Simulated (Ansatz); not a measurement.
## How fast states decay through CdB2Se2O2

Aim: relax a made-up compound, CdB2Se2O2, and see how good a tunnel barrier it would be. It is built by putting B for Ga, O for S in the CdGa2Se2S2 structure of space group C2, with the volume rescaled by atomic radii. The parent structure comes from the Materials Project.

Main program and level: Ansatz 0.2.0; r2SCAN DFT, plane waves, PAW files, in the first sound run; inputs show where later runs differ.

This is a report of a sequence of runs, with most program output left out.

The structure was built from a prototype and need not be the compound's stable phase.

### 1. The structure

The structure is monoclinic, space group C2 (No. 5). Conventional cell: a = 7.213 Å, b = 9.515 Å, c = 5.131 Å, α = 90.00°, β = 133.63°, γ = 90.00°. Nearest to Cd lie 2 O at 2.31 Å and 2 Se at 2.40 Å. Nearest to B lie 2 O at 2.07 Å and 2 Se at 2.18 Å. Nearest to B lie 2 O at 2.07 Å and 2 Se at 2.19 Å. Nearest to Se lie 2 B at 2.18 to 2.19 Å and 1 Cd at 2.40 Å. Nearest to O lie 2 B at 2.07 Å and 1 Cd at 2.31 Å. It derives from CdGa2Se2S2. B for Ga, O for S in the CdGa2Se2S2 structure of space group C2. Farther neighbours and most contacts between anions are not listed.

### 2. Cell and atoms at rest

The substituted atoms don't fit the parent's cell, so cell and atoms relax together. A small smearing keeps the run stable in case the gap closes on the way.

Input file input.yaml:

```yaml
crystal:
  lattice:
    - [3.6067496495, -4.7577427949, 0.0]
    - [3.6067496495, 4.7577427949, 0.0]
    - [-3.5400720385, 0.0, 3.7141529802]
  atoms:
    - { symbol: Cd, position: [0.996323, 0.003677, 0.0] }
    - { symbol: B, position: [0.2542415, 0.7457585, 0.5] }
    - { symbol: B, position: [0.4952865, 0.5047135, 0.0] }
    - { symbol: Se, position: [0.413308, 0.139237, 0.53426] }
    - { symbol: Se, position: [0.860763, 0.586692, 0.46574] }
    - { symbol: O, position: [0.144405, 0.414327, 0.019846] }
    - { symbol: O, position: [0.585673, 0.855595, 0.980154] }
kpoints:
  mp_grid: { grid: [6, 6, 6] }
scf:
  occupations: { method: gaussian, width: 0.03 }
hamiltonian:
  xc: r2scan
output:
  forces: true
  stress: true
relax:
  f_tol: 0.02
  max_steps: 60
  cell: {}
```

Command:

```
$ ansatz run input.yaml --threads 2 --pin off --max-ram 4096MiB --backend cpu --events-out ev --progress --plain --runs-dir out
```

The job ended after 2.7 min (2 threads of AMD EPYC 9R45, shared host; peak memory 0.97 GiB; 5.2 min of CPU time).

Relaxation path:

```tsv
step	energy less that of the first step (eV)	largest force component (eV/Å)	pressure (GPa)	volume (Å³)
1	0.0000	2.9866	-15.48	127.47
2	-3.2658	2.5593	-15.02	117.72
3	-5.9844	2.3894	-10.35	107.85
4	-7.7057	0.7265	1.71	98.95
5	-8.1350	0.8985	3.95	99.02
6	-8.4201	0.7319	3.08	98.13
7	-8.5247	0.6735	3.02	100.90
8	-8.5474	0.2780	-0.11	102.93
9	-8.5599	0.1171	-0.22	103.14
10	-8.5610	0.0780	0.07	103.26
11	-8.5618	0.0054	0.00	103.22
12*	-8.5591	0.0056	0.05	103.22
13	-8.5592	0.0038	0.02	103.31
14*	-8.5592	0.0038	0.02	103.31
```

Relaxation steps marked * repeat the geometry before them on a plane-wave basis chosen anew for their cell, so energy and pressure can jump there.

Forces are held to the 2 operations that the run works with; a distortion that breaks them can't arise in this run.

```tsv
cell as run	before	after	change
a (Å)	5.970	5.403	-9.5 %
b (Å)	5.970	5.403	-9.5 %
c (Å)	5.131	4.366	-14.9 %
α (°)	114.63	113.02	-1.4 %
β (°)	114.63	113.02	-1.4 %
γ (°)	105.67	95.33	-9.8 %
volume (Å³/atom)	18.21	14.76	-19.0 %
```

The atoms that moved most (Å, as changes of fractional coordinates times the final cell):

```tsv
atom	dx	dy	dz	length
O6	0.492	-0.143	0.565	0.763
O7	-0.492	-0.143	-0.565	0.763
Cd1	0.000	0.512	0.000	0.512
B2	0.000	-0.299	0.000	0.299
B3	0.000	0.199	0.000	0.199
Se5	0.158	-0.064	-0.065	0.182
Se4	-0.158	-0.064	0.065	0.182
```

This step gave:

```yaml
free_energy: -20677.9156 eV
fermi_energy: 9.034 eV
pressure: 0.02354 GPa
```

The largest force component on a free atom ends at 0.0038 eV/Å.

### 3. Band edges

The energy window and the wavevectors of the next steps follow from the band edges, so these are searched first, off the mesh as well.

Input file input.yaml:

```yaml
crystal:
  lattice:
    - [3.6026855986, -3.9942692931, 0.5111466513]
    - [3.6026855986, 3.9942692931, 0.5111466513]
    - [-3.0097153248, 0.0, 3.1627347491]
  atoms:
    - { symbol: Cd, position: [0.9322193676, 0.0677806324, 0.0] }
    - { symbol: B, position: [0.2916095154, 0.7083904846, 0.5] }
    - { symbol: B, position: [0.4703573757, 0.5296426243, 0.0] }
    - { symbol: Se, position: [0.4095600795, 0.119545669, 0.5585427775] }
    - { symbol: Se, position: [0.880454331, 0.5904399205, 0.4414572225] }
    - { symbol: O, position: [0.2881782338, 0.5223789031, 0.1578071801] }
    - { symbol: O, position: [0.4776210969, 0.7118217662, 0.8421928199] }
kpoints:
  mp_grid: { grid: [6, 6, 6] }
  band_path: { path: [VBM, CBM], npoints: 30 }
scf:
  occupations: { method: fixed }
hamiltonian:
  xc: r2scan
output:
  eigenvalues: true
  write_potential: true
  write_density: true
  volumetric_format: npy
```

Wall time 36 s (2 threads); peak memory 0.76 GiB; 71 s of CPU time.

This step gave:

- Fermi energy: 8.904 eV
- gap on the k-mesh: 0.2598 eV
- gap on path: 0.2598 eV, by band count; negative where bands overlap
- direct gap on path: 1.337 eV
- edge places on path: 0, 1.061 1/A along the path

The electronic bands at the labelled points (eV, zero at the Fermi level (highest filled level under fixed occupations); v1 is the highest filled band, c1 the lowest empty one):

```tsv
point	v4	v3	v2	v1	c1	c2	c3	c4
VBM	-2.63	-2.36	-1.22	0.00	3.89	4.27	4.91	5.14
halfway	-2.48	-2.07	-1.66	-1.62	1.88	4.54	5.13	5.39
CBM	-2.22	-1.59	-1.13	-1.08	0.26	3.63	5.53	5.75
```

The searched edges give 0.260 eV, as on the mesh.

### 4. Decaying states in the gap, plane (001)

This step: r2SCAN DFT, plane waves, PAW files; complex bands by layer matching along the plane's normal (Ansatz 0.2.0).

The same crystal is laid in a cell whose first two vectors span the (001) plane (indices of the standard conventional cell, whose axes can be ordered otherwise than in the bulk input). At fixed energy and wavevector in the plane the solver finds all kz, real and complex. A few wavevectors are listed, (0, 0) and (-0.5, -0.5) in units of the plane's reciprocal vectors; the slowest state needn't be among them.

Changes to input.yaml since step 3:

```diff
@@ -2,5 +2,5 @@
   lattice:
-    - [3.6026855986, -3.9942692931, 0.5111466513]
-    - [3.6026855986, 3.9942692931, 0.5111466513]
-    - [-3.0097153248, 0.0, 3.1627347491]
+    - [5.40322141, 0.0, 0.0]
+    - [-0.502213875, 5.379831115, 0.0]
+    - [-1.707580734, -1.87440968, 3.554157259]
   atoms:
@@ -15,3 +15,2 @@
   mp_grid: { grid: [6, 6, 6] }
-  band_path: { path: [VBM, CBM], npoints: 30 }
 scf:
@@ -22,4 +21,6 @@
   eigenvalues: true
-  write_potential: true
-  write_density: true
-  volumetric_format: npy
+  transmission:
+    leads: [[0, 0]]
+    kpoints: [[0.0, 0.0], [-0.5, -0.5]]
+    e_range: [-1.0, 1.26]
+    de: 0.06
```

Wall time 34 s (2 threads); peak memory 1.2 GiB; 68 s of CPU time.

This step gave:

| Quantity | Value |
| --- | --- |
| level to which the leads are filled | 0.1299 eV from the Fermi level |
| decay constant at the filling level, zone centre | 0.0807 Å⁻¹ |
| decay constant at the filling level, slowest listed point | 0.0807 Å⁻¹ |

K parallel (0, 0); values up to 1.5 1/Å, a degenerate pair printed once or twice; energies at which all values exceed this have no row. The Im kz of the slowest decaying states by energy, zero at the highest filled level on the SCF mesh:

```tsv
energy (eV)	decay 1 (Å⁻¹)	decay 2 (Å⁻¹)	decay 3 (Å⁻¹)	decay 4 (Å⁻¹)
-1.000	0.0772	0.282	0.521	0.726
-0.940	0.0483	0.0915	0.323	0.517
-0.820	0.111	0.213	0.367	0.512
-0.760	0.118	0.263	0.381	0.510
-0.640	0.127	0.335	0.402	0.508
-0.580	0.131	0.363	0.409	0.507
-0.460	0.0659	0.134	0.407	0.422
-0.400	0.0938	0.135	0.425	0.427
-0.280	0.130	0.133	0.436	0.456
-0.220	0.130	0.143	0.439	0.469
-0.100	0.122	0.165	0.445	0.492
-0.040	0.115	0.174	0.448	0.501
0.020	0.107	0.183	0.450	0.501
0.080	0.0956	0.190	0.452	0.500
0.140	0.0807	0.197	0.453	0.499
0.260	0.209	0.455	0.498	0.542
0.320	0.215	0.456	0.497	0.548
0.440	0.225	0.456	0.497	0.559
0.500	0.229	0.455	0.497	0.563
0.620	0.237	0.453	0.497	0.571
0.680	0.240	0.452	0.498	0.574
0.800	0.246	0.447	0.500	0.580
0.860	0.249	0.444	0.502	0.582
0.980	0.254	0.437	0.507	0.585
1.040	0.256	0.432	0.510	0.586
1.160	0.260	0.422	0.517	0.586
1.220	0.262	0.416	0.522	0.586
```

K parallel (0, 0). Re kz of states that move upwards against energy, zero at the highest filled level on the SCF mesh:

```tsv
energy (eV)	channel 1 (Å⁻¹)	channel 2 (Å⁻¹)
-1.000	0.497	0.771
-0.880	0.642	-
-0.760	0.718	-
-0.700	0.747	-
-0.580	0.808	-
-0.460	-	-
-0.340	-	-
-0.280	-	-
-0.160	-	-
-0.040	-	-
0.020	-	-
0.080	-	-
0.140	-	-
0.260	0.00431	-
0.380	0.0921	-
0.500	0.138	-
0.560	0.160	-
0.680	0.200	-
0.800	0.239	-
0.920	0.278	-
0.980	0.297	-
1.100	0.334	-
1.220	0.371	-
```

K parallel (-0.5, -0.5); values up to 1.5 1/Å, a degenerate pair printed once or twice; energies at which all values exceed this have no row. The Im kz of the slowest decaying states by energy, zero at the highest filled level on the SCF mesh:

```tsv
energy (eV)	decay 1 (Å⁻¹)	decay 2 (Å⁻¹)	decay 3 (Å⁻¹)	decay 4 (Å⁻¹)
-1.000	0.0576	0.258	0.419	0.897
-0.820	0.136	0.311	0.389	0.886
-0.700	0.161	0.356	0.367	0.879
-0.520	0.184	0.389	0.412	0.868
-0.340	0.196	0.421	0.449	0.857
-0.220	0.199	0.440	0.467	0.849
-0.040	0.197	0.466	0.490	0.837
0.020	0.0407	0.194	0.473	0.497
0.080	0.0796	0.190	0.481	0.503
0.260	0.136	0.174	0.502	0.519
0.440	0.146	0.168	0.522	0.532
0.560	0.120	0.184	0.534	0.539
0.740	0.0448	0.202	0.548	0.553
0.920	0.216	0.472	0.555	0.674
1.040	0.224	0.452	0.559	0.733
1.220	0.233	0.430	0.562	0.756
```

K parallel (-0.5, -0.5). The Re kz of states that move upwards, channel 1 by energy, zero at the highest filled level on the SCF mesh:

```tsv
energy (eV)	Re kz of states that move upwards, channel 1 (Å⁻¹)
-1.000	0.401
-0.880	0.508
-0.760	0.634
-0.700	0.707
-0.580	0.825
-0.460	-0.869
-0.340	-0.814
-0.280	-0.789
-0.160	-0.739
-0.040	-0.675
0.020	-
0.080	-
0.140	-
0.260	-
0.380	-
0.500	-
0.560	-
0.680	-
0.800	0.318
0.920	0.377
0.980	0.398
1.100	0.433
1.220	0.464
```

At the listed wavevectors the last open channel is at -0.04 eV and the next at +0.26 eV on the grid. At +0.14 eV, the grid energy nearest the filling level (the middle of the gap on the SCF mesh), the slowest state at the listed wavevectors decays with κ = 0.0807 Å⁻¹, its amplitude falling by e over 12 Å. Through 1 nm of this crystal that state's transmission falls by exp(−2 × 0.0807 Å⁻¹ × 10 Å) = 0.20.

### 5. Decay over the two-dimensional zone

The listed points could miss the slowest state, so one energy near mid-gap is solved on a mesh of 10×10.

Changes to input.yaml since step 4:

```diff
@@ -21,6 +21,2 @@
   eigenvalues: true
-  transmission:
-    leads: [[0, 0]]
-    kpoints: [[0.0, 0.0], [-0.5, -0.5]]
-    e_range: [-1.0, 1.26]
-    de: 0.06
+  transmission: { leads: [[0, 0]], kmesh: [10, 10], e_range: [0.13, 0.14], de: 0.05 }
```

Elapsed: 69 s, on 2 threads; peak memory 1.2 GiB; 2.3 min of CPU time.

Numbers from this step:

| Quantity | Value |
| --- | --- |
| least decay constant on the mesh | 0.0835 Å⁻¹ |

Slowest decay constant (1/Å; 0 where a channel is open) over k1 and k2. At 0.1300 eV from the Fermi level.

Ten even steps from '_' (0.084) to '@' (0.211):
```
--++##@@@@@@%%##++--
**##@@@@@@%%##++++++
%%@@@@@@%%**====++##
@@@@@@%%++::::==##%%
@@@@%%**::__::**%%@@
@@%%##==::::++%%@@@@
%%##++====**%%@@@@@@
**++++++##%%@@@@@@##
----++##%%@@@@@@##++
..--**%%@@@@@@%%**--
```
Columns: k1 (b1) from -0.5 to 0.4; rows upwards: k2 (b2) from -0.5 to 0.4.

The least value on the mesh is 0.0835 Å⁻¹ at +0.13 eV. At that energy the listed points give about 0.0832 Å⁻¹ by interpolation, so the mesh holds no clearly slower state.

### 6. Decaying states in the gap, plane (010)

The same for the (010) plane, at (0, 0) and (0.5, 0), to see how the decay depends on direction.

Input file input.yaml:

```yaml
crystal:
  lattice:
    - [4.365922289, 0.0, 0.0]
    - [0.139352885, 5.924404507, 0.0]
    - [-2.113284702, 2.962202254, 3.994269293]
  atoms:
    - { symbol: Cd, position: [0.0677806324, 0.9322193676, 0.1355612648] }
    - { symbol: B, position: [0.2083904846, 0.2916095154, 0.4167809692] }
    - { symbol: B, position: [0.5296426243, 0.4703573757, 0.0592852486] }
    - { symbol: Se, position: [0.148982698, 0.4095600795, 0.7099855895] }
    - { symbol: Se, position: [0.5610028915, 0.880454331, 0.7099855895] }
    - { symbol: O, position: [0.8696289463, 0.2881782338, 0.2342006693] }
    - { symbol: O, position: [0.364571723, 0.4776210969, 0.2342006693] }
kpoints:
  mp_grid: { grid: [6, 6, 6] }
scf:
  occupations: { method: fixed }
hamiltonian:
  xc: r2scan
output:
  eigenvalues: true
  transmission:
    leads: [[0, 0]]
    kpoints: [[0.0, 0.0], [0.5, 0.0]]
    e_range: [-1.0, 1.26]
    de: 0.05
```

It took 32 s on 2 threads; peak memory 1.1 GiB.

Numbers from this step:

| Quantity | Value |
| --- | --- |
| decay constant at the filling level, zone centre | 0.07131 Å⁻¹ |
| decay constant at the filling level, slowest listed point | 0.0713 Å⁻¹ |

K parallel (0, 0); values up to 1.5 1/Å, a degenerate pair printed once or twice; energies at which all values exceed this have no row. Table of Im kz of the slowest decaying states by energy, zero at the highest filled level on the SCF mesh:

```tsv
energy (eV)	decay 1 (Å⁻¹)	decay 2 (Å⁻¹)	decay 3 (Å⁻¹)	decay 4 (Å⁻¹)
-1.000	0.150	0.260	0.389	0.800
-0.900	0.155	0.390	0.390	0.808
-0.800	0.158	0.391	0.407	0.558
-0.750	0.158	0.391	0.404	0.641
-0.650	0.158	0.392	0.415	0.776
-0.550	0.156	0.393	0.431	0.834
-0.450	0.152	0.394	0.448	0.841
-0.350	0.146	0.395	0.464	0.848
-0.300	0.143	0.396	0.471	0.849
-0.200	0.133	0.397	0.486	0.835
-0.100	0.121	0.398	0.500	0.824
0.000	0.00308	0.106	0.398	0.513
0.100	0.0851	0.101	0.399	0.525
0.150	0.0713	0.123	0.399	0.531
0.250	0.0217	0.155	0.400	0.542
0.350	0.180	0.400	0.553	0.786
0.450	0.201	0.400	0.563	0.779
0.550	0.218	0.400	0.572	0.772
0.600	0.226	0.400	0.576	0.769
0.700	0.239	0.400	0.585	0.762
0.800	0.251	0.399	0.593	0.756
0.900	0.262	0.399	0.601	0.749
1.000	0.272	0.398	0.609	0.742
1.050	0.276	0.397	0.612	0.739
1.150	0.284	0.395	0.619	0.732
1.250	0.291	0.394	0.625	0.725
```

K parallel (0, 0). Table of Re kz of states that move upwards, channel 1 by energy, zero at the highest filled level on the SCF mesh:

```tsv
energy (eV)	Re kz of states that move upwards, channel 1 (Å⁻¹)
-1.000	0.314
-0.900	0.380
-0.800	0.423
-0.700	0.460
-0.550	0.511
-0.450	0.544
-0.350	0.578
-0.250	0.614
-0.150	0.656
-0.050	0.713
0.000	-
0.050	-
0.200	-
0.300	0.0446
0.400	0.0850
0.500	0.113
0.600	0.137
0.700	0.159
0.800	0.179
0.950	0.207
1.050	0.224
1.150	0.241
1.250	0.258
```

K parallel (0.5, 0); values up to 1.5 1/Å, a degenerate pair printed once or twice; energies at which all values exceed this have no row. Im kz of the slowest decaying states against energy, zero at the highest filled level on the SCF mesh:

```tsv
energy (eV)	decay 1 (Å⁻¹)	decay 2 (Å⁻¹)	decay 3 (Å⁻¹)	decay 4 (Å⁻¹)
-1.000	0.198	0.334	1.28	1.44
-0.900	0.206	0.355	1.28	1.43
-0.800	0.213	0.374	1.28	1.43
-0.750	0.216	0.383	1.28	1.42
-0.650	0.221	0.400	1.28	1.42
-0.550	0.226	0.415	1.27	1.41
-0.450	0.229	0.429	1.27	1.41
-0.350	0.231	0.443	1.27	1.40
-0.300	0.232	0.449	1.27	1.40
-0.200	0.234	0.461	1.27	1.39
-0.100	0.234	0.472	1.26	1.39
0.000	0.234	0.482	1.26	1.38
0.100	0.233	0.492	1.26	1.38
0.150	0.233	0.497	1.26	1.38
0.250	0.231	0.506	1.25	1.37
0.350	0.229	0.514	1.25	1.37
0.450	0.226	0.522	1.25	1.34
0.550	0.222	0.530	1.25	1.32
0.600	0.220	0.534	1.24	1.32
0.700	0.216	0.541	1.24	1.31
0.800	0.210	0.548	1.24	1.30
0.900	0.204	0.554	1.24	1.30
1.000	0.197	0.560	1.23	1.30
1.050	0.193	0.563	1.23	1.30
1.150	0.184	0.569	1.23	1.32
1.250	0.174	0.575	1.23	1.30
```

At the listed wavevectors the last open channel is at -0.05 eV and the next at +0.30 eV on the grid. At +0.15 eV, the grid energy nearest the filling level (the middle of the gap on the SCF mesh), the slowest state at the listed wavevectors decays with κ = 0.0713 Å⁻¹, its amplitude falling by e over 14 Å; the first such run, plane (001), gave 0.0807 Å⁻¹.

### 7. Band edges at another level, cutoff 1306.15 eV

This step: r2SCAN DFT, plane waves, norm-conserving files (Ansatz 0.2.0).

The edges again with norm-conserving files, at the same atoms. Against that run the cutoff is 1306 eV against 500.

Input file input.yaml:

```yaml
crystal:
  lattice:
    - [3.6026855986, -3.9942692931, 0.5111466513]
    - [3.6026855986, 3.9942692931, 0.5111466513]
    - [-3.0097153248, 0.0, 3.1627347491]
  atoms:
    - { symbol: Cd, position: [0.9322193676, 0.0677806324, 0.0] }
    - { symbol: B, position: [0.2916095154, 0.7083904846, 0.5] }
    - { symbol: B, position: [0.4703573757, 0.5296426243, 0.0] }
    - { symbol: Se, position: [0.4095600795, 0.119545669, 0.5585427775] }
    - { symbol: Se, position: [0.880454331, 0.5904399205, 0.4414572225] }
    - { symbol: O, position: [0.2881782338, 0.5223789031, 0.1578071801] }
    - { symbol: O, position: [0.4776210969, 0.7118217662, 0.8421928199] }
kpoints:
  mp_grid: { grid: [6, 6, 6] }
  band_path: { path: [VBM, CBM], npoints: 30 }
scf:
  occupations: { method: fixed }
hamiltonian:
  xc: r2scan
  pseudopotentials: { kind: nc }
output:
  eigenvalues: true
```

Elapsed: 2.2 min, on 2 threads; peak memory 1.3 GiB; 4.3 min of CPU time.

This step gave:

| Property | Result |
| --- | --- |
| free energy | -12002.2630 eV |
| Fermi energy | 9.105 eV |
| gap on the k-mesh | 0.2737 eV |
| gap on path | 0.2737 eV, by band count; negative where bands overlap |
| direct gap on path | 1.348 eV |

The electronic bands at the labelled points (eV, zero at the Fermi level (highest filled level under fixed occupations); v1 is the highest filled band, c1 the lowest empty one):

```tsv
point	v4	v3	v2	v1	c1	c2	c3	c4
VBM	-2.62	-2.34	-1.21	0.00	3.89	4.28	4.90	5.14
halfway	-2.47	-2.07	-1.65	-1.61	1.89	4.54	5.13	5.39
CBM	-2.22	-1.59	-1.12	-1.07	0.27	3.62	5.52	5.77
```

The searched edges give 0.274 eV, as on the mesh.

[end of part 1 of 2]

[Logs are printed without paths, hosts, clocks, repeated set-up lines and the standing remarks that a program may print on its own settings, such as how far it seeks lower states.]

[Hosts, paths, dates, database ids (printed as entryN), source tags and the programs' standing remarks are cut or masked in the printed files.]
